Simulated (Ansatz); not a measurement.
# A hypothetical structure for LuP3, part 2 of 2

This structure for LuP3 is made up. Its elements were placed in a known structure type with a cell scaled to their sizes. What cell does the guess relax to, and how far off was it?

Ansatz 0.2.0; DFT, PBE, plane-wave PAW, files of the set soft_1, scalar-relativistic, no spin, cell and ions relaxed at zero pressure; PAW set soft_1 (the session's first sound run).

So far: Set-up; Relaxation of the guess. The relaxed cell has a = 5.744, c = 5.246 Å (conventional setting).

**3. Bands of the relaxed cell**

With the geometry fixed, one more self-consistent run, with a narrower smearing and the mesh shown in its input, gives the bands, and its pressure, and its forces where symmetry allows any, show how far the geometry depends on these settings.

This step: DFT, PBE, plane-wave PAW, files of the set soft_1, scalar-relativistic, no spin, bands and density of states at the relaxed cell; PAW set soft_1 (Ansatz 0.2.0).

The input, input.yaml:

```yaml
crystal:
  lattice:
    - [5.7438358965, 0.0, 0.0]
    - [-2.8719179483, 4.9743078016, 0.0]
    - [0.0, 0.0, 5.2458157807]
  atoms:
    - { symbol: Lu, position: [0.6666666667, 0.3333333333, 0.25] }
    - { symbol: Lu, position: [0.3333333333, 0.6666666667, 0.75] }
    - { symbol: P, position: [0.8016790634, 0.1983209366, 0.75] }
    - { symbol: P, position: [0.3966418731, 0.1983209366, 0.75] }
    - { symbol: P, position: [0.8016790634, 0.6033581269, 0.75] }
    - { symbol: P, position: [0.6033581269, 0.8016790634, 0.25] }
    - { symbol: P, position: [0.1983209366, 0.8016790634, 0.25] }
    - { symbol: P, position: [0.1983209366, 0.3966418731, 0.25] }
kpoints:
  mp_grid: { grid: [6, 6, 6] }
  band_path:
    path:
      - [[0.0, 0.0, 0.0], [0.5, 0.0, 0.0], [0.33333333, 0.33333333, 0.0], [0.0, 0.0, 0.0], [0.0, 0.0, 0.5], [0.5, 0.0, 0.5], [0.33333333, 0.33333333, 0.5], [0.0, 0.0, 0.5]]
      - [[0.5, 0.0, 0.5], [0.5, 0.0, 0.0]]
      - [[0.33333333, 0.33333333, 0.0], [0.33333333, 0.33333333, 0.5]]
    npoints: 8
scf:
  occupations: { method: fermi_dirac, width: 0.03 }
  n_extra_bands: 12
hamiltonian:
  xc: pbe
  pseudopotentials: { kind: paw, azcp: { folder: soft_1 } }
output:
  forces: true
  stress: true
  write_bands: true
  dos: { projected: true }
  write_density: true
  write_potential: true
  elf: true
  volumetric_format: npy
```

Started as:

```bash
> ansatz run input.yaml --threads 4 --pin off --max-ram 10240MiB --backend cpu --events-out ev --progress --plain --runs-dir out
```

Numbers of over 12 decimals in the logs are rounded to 6 here.

What it wrote:

```text
Lu: projections on atomic orbitals take those of the free atom [Kr 4d10] 4f14 5s2 5p6 5d1 6s2, of charge +0.00 (hamiltonian.pseudopotentials.projection_atoms); the dataset's partial waves leave at most 4.6e-5 of an orbital's norm unspanned inside its sphere
[...]
Crystal: 8 atoms, lattice volume = 149.881 Å³
Basis set: ecut = 420 eV, 2921 PW (Γ), exchange–correlation on 80×80×72 points (8 copies of the dense FFT grid, shifted against one another)
Bands: 52, of which v1, the nominal top of the filled ones, is band 40 counted from 1 (39 counted from 0)
Symmetry: 24 space group operations
[...]
k-points: 28 of 216
[...]
SCF iter   1: F=—  HF=-34004.913537 eV  |F-HF|=—  |Δ(HF+E_count)|=         —  Δρ=4.13e-2  dr2=5.51e0  ethr=3.10e-3  ⟨swp⟩=9.0  Hψ=7909  notcnv=0  defer=2
[...]
SCF iter  10: F=-34003.355447 eV  HF=-34003.355447 eV  |F-HF|=1.20e-8  |Δ(HF+E_count)|=   1.37e-6  Δρ=7.32e-6  dr2=7.06e-8  ethr=1.25e-10  ⟨swp⟩=22.2  Hψ=18790  notcnv=0
SCF 1 converged in 10 iterations: F = -34003.355447 eV  dr2 = 7.06e-8
[...]
NSCF: frozen V_eff on 75 k-points
SCF converged after 10 iterations
Free energy (F): -34003.355447 eV
[...]
Internal energy: -34003.344979 eV  (E = F + TS)
E sigma→0 (E₀):  -34003.350213 eV
Entropy (-TS):   -0.010468 eV (-1.309 meV/atom)
Fermi energy:    11.490818 eV
[...]
--- Forces (eV/Å), atoms counted from 1 ---
  atom   1  Lu     0.00000000     0.00000000     0.00000000
  atom   2  Lu    -0.00000000    -0.00000000     0.00000000
  atom   3  P     -0.00921412     0.00531978     0.00000000
  atom   4  P      0.00921412     0.00531978     0.00000000
  atom   5  P      0.00000000    -0.01063955     0.00000000
  atom   6  P     -0.00921412    -0.00531978     0.00000000
  atom   7  P      0.00921412    -0.00531978     0.00000000
  atom   8  P     -0.00000000     0.01063955     0.00000000
  max |Σ_I F_I| component: 3.12e-17 eV/Å
--- Stress (GPa, compression-positive) ---
       -0.862574       0.000000       0.000000
        0.000000      -0.862574       0.000000
        0.000000       0.000000       0.959838
  P = ⅓ Tr σ = -0.2551 GPa (-2.551 kbar)
--- Band table (eV; the first three rows and the last of 28) ---
  k-point 0: bands = [... 36 lower, 9.1464, 9.4123, 9.4123, 9.5249, 12.9529, 13.0510, 13.3971, 13.8353, ... 8 higher]
  k-point 1: bands = [... 36 lower, 9.8407, 9.8407, 10.0630, 10.0630, 13.1200, 13.1426, 13.1507, 13.8728, ... 8 higher]
  k-point 2: bands = [... 36 lower, 11.0936, 11.0936, 11.1904, 11.1904, 13.2890, 13.3926, 13.4413, 13.9417, ... 8 higher]
  k-point 27: bands = [... 36 lower, 9.8982, 9.8982, 10.7541, 10.7541, 12.3629, 12.3629, 12.3839, 12.3839, ... 8 higher]
```

It took 21 s on 4 threads of Arm Neoverse N1, shared host; peak memory 0.67 GiB.

The column dr2 measures how far the density is from self-consistency, as an energy; F and HF (Harris–Foulkes) agree once it is small.

Numbers from this step:

| Property | Result |
| --- | --- |
| free energy | -34003.3554 eV |
| energy at zero smearing | -34003.3502 eV |
| smearing term TS | 0.01047 eV |
| Fermi energy | 11.49 eV |
| pressure | -0.2551 GPa |

bands.tsv at the labelled points (eV, zero at the Fermi level; the bands that come nearest the Fermi level along the path):

```tsv
point	band 37	band 38	band 39	band 40	band 41	band 42	band 43	band 44
Γ	-2.34	-2.08	-2.08	-1.97	1.46	1.56	1.91	2.34
M	-2.19	-2.10	-1.02	-0.10	0.02	0.54	0.62	0.64
K	-3.11	-0.92	-0.92	-0.33	-0.33	0.90	1.11	1.12
Γ	-2.34	-2.08	-2.08	-1.97	1.46	1.56	1.91	2.34
A	0.45	0.45	0.45	0.45	2.10	2.10	2.39	2.39
L	-1.91	-1.91	-0.33	-0.33	0.08	0.08	1.16	1.16
H	-1.59	-1.59	-0.74	-0.74	0.87	0.87	0.89	0.89
A	0.45	0.45	0.45	0.45	2.10	2.10	2.39	2.39
L	-1.91	-1.91	-0.33	-0.33	0.08	0.08	1.16	1.16
M	-2.19	-2.10	-1.02	-0.10	0.02	0.54	0.62	0.64
K	-3.11	-0.92	-0.92	-0.33	-0.33	0.90	1.11	1.12
H	-1.59	-1.59	-0.74	-0.74	0.87	0.87	0.89	0.89
```

States per cell as run, both spins, in windows of 1 eV, from dos.tsv (zero at the Fermi level):

```csv
from,to,total
-8,-7,0.00
-7,-6,0.74
-6,-5,30.32
-5,-4,5.89
-4,-3,5.77
-3,-2,2.66
-2,-1,2.86
-1,0,3.77
0,1,3.62
1,2,4.15
2,3,4.40
```

Below -8 eV lie 28.0 more states.

Valence density in the ab plane at fractional z = 0.250, with atoms of Lu and P within 0.2 Å of it. It is the smooth field of the valence electrons, not physical close to the nuclei.

Values in e/Å³, 16 rows by 16 columns, each cell a mean:
```
 0  0  0  1  1  1  0  0  0  1  1  1  0  0  0  0
 0  0  1  1  1  1  1  0  1  1  1  1  1  0  0  0
 0  1  0  0  0  1  1  1  1  0  0  1  0  0  0  0
 0  1  0  0  1  1  1  1  0  0  0  1  0  0  0  0
 1  1  1  1  1  0  1  1  1  1  1  0  0  0  0  0
 0  1  1  1  1  0  1  1  1  1  0  0  0  0  0  0
 0  0  1  1  1  1  1  0  0  0  0  0  0  0  0  0
 0  0  1  1  1  1  1  0  0  0  0  1  1  1  0  0
 0  1  1  0  0  1  0  0  0  1  3  7  5  2  0  0
 0  1  0  0  0  1  0  0  1  4 17 26 11  2  0  0
 1  1  0  0  1  0  0  0  2 12 38 32  8  1  0  0
 0  1  1  1  0  0  0  0  3 12 21 10  2  0  0  0
 0  0  0  0  0  0  0  0  2  4  4  2  0  0  0  0
 0  0  0  0  0  0  0  0  1  1  1  0  0  0  0  0
 0  0  0  0  0  0  0  0  0  0  0  0  0  0  0  0
 0  0  0  0  0  0  0  0  0  0  0  0  0  0  0  0
```
Columns run along a (5.7 Å), rows up along b (5.7 Å). Atoms in or near the plane, at fractional coordinates: Lu at (0.67, 0.33), P at (0.60, 0.80), P at (0.20, 0.80), P at (0.20, 0.40).

Electrostatic potential energy in the ab plane at fractional z = 0.250, with atoms of Lu and P within 0.2 Å of it. With pseudopotentials it is smooth inside the atoms' cores, unlike the true potential.

Ten even steps from '_' (-59 eV) to '@' (14 eV), each cell a mean:
```
@@@@%%##****%%@@@@%%****##@@@@@@
@@%%++----==%%%%##==----**@@@@@@
@@**--::::++%%##==::::--##@@@@@@
%%==::::--##%%**--::--++%%@@@@@@
%%==--==**%%%%**----++%%@@@@@@@@
%%##**##%%%%%%##**##%%@@@@@@@@@@
@@@@%%%%####%%%%@@@@@@%%%%%%@@@@
@@@@##====++%%@@@@@@%%****##%%@@
@@##==::::==%%@@@@##==::::++%%@@
%%++::::--**%%@@##==______++%%@@
%%==::--++%%@@%%++______..**%%@@
%%**++**%%@@@@%%==____..++%%@@@@
@@%%%%@@@@@@@@%%++----**%%@@@@@@
@@@@@@@@@@@@@@%%######%%@@@@@@@@
@@@@@@@@@@@@@@@@%%%%@@@@@@@@@@@@
@@@@@@@@@@%%@@@@@@@@@@%%@@@@@@@@
```
Columns run along a (5.7 Å; values clipped at the 3rd and 97th percentile), rows up along b (5.7 Å). Atoms in or near the plane, at fractional coordinates: Lu at (0.67, 0.33), P at (0.60, 0.80), P at (0.20, 0.80), P at (0.20, 0.40).

ELF in the ab plane at fractional z = 0.250, with atoms of Lu and P within 0.2 Å of it. It is the smooth field of the valence electrons, not physical close to the nuclei.

Ten even steps from '0' (0.02) to '9' (0.86), each cell a mean:
```
1589998668999830
4885478786369830
8930067750059722
9810267620299425
9844666644896237
9887656789862127
6777667776311114
5775478641245311
6850078413799611
8810297227999713
9823895169899416
9989961279996127
8998520268851126
5653221134311123
1112453111245411
0037997435899620
```
Columns run along a (5.7 Å), rows up along b (5.7 Å). Atoms in or near the plane, at fractional coordinates: Lu at (0.67, 0.33), P at (0.60, 0.80), P at (0.20, 0.80), P at (0.20, 0.40).

**4. Results**

| Property | Result |
| --- | --- |
| space group, relaxed | P6_3/mmc |
| conventional cell | a = 5.744, b = 5.744, c = 5.246 Å; α = 90.0°, β = 90.0°, γ = 120.0° |
| volume per atom | 18.74 Å³ (guess 20.34) |

In words: LuP3 relaxes to P6_3/mmc with a = 5.744, b = 5.744 and c = 5.246 Å. The guessed volume was 9 % too large. The space group P6_3/mmc was held in the relaxation, so the end point is a stationary structure within it and may be a saddle against distortions or other arrangements. Bands cross the Fermi level, so it is a metal or semimetal at this level. On the 6×6×6 mesh with the narrower smearing (relaxed on 5×5×5) the largest force component is 0.011 eV/Å and the largest stress component is 0.960 GPa, against the relaxation's thresholds of 0.015 eV/Å and 0.05 GPa. The cutoff wasn't tested. Spin-orbit coupling is left out, which can matter for elements this heavy. No dispersion term is used, so weakly bound directions may come out too long. Nothing here tests whether the compound is stable against decomposition.

[Logs are printed without paths, hosts, clocks, repeated set-up lines and the standing remarks that a program may print on its own settings, such as how far it seeks lower states.]

[Hosts, paths, dates, database ids (printed as entryN), source tags and the programs' standing remarks are cut or masked in the printed files.]
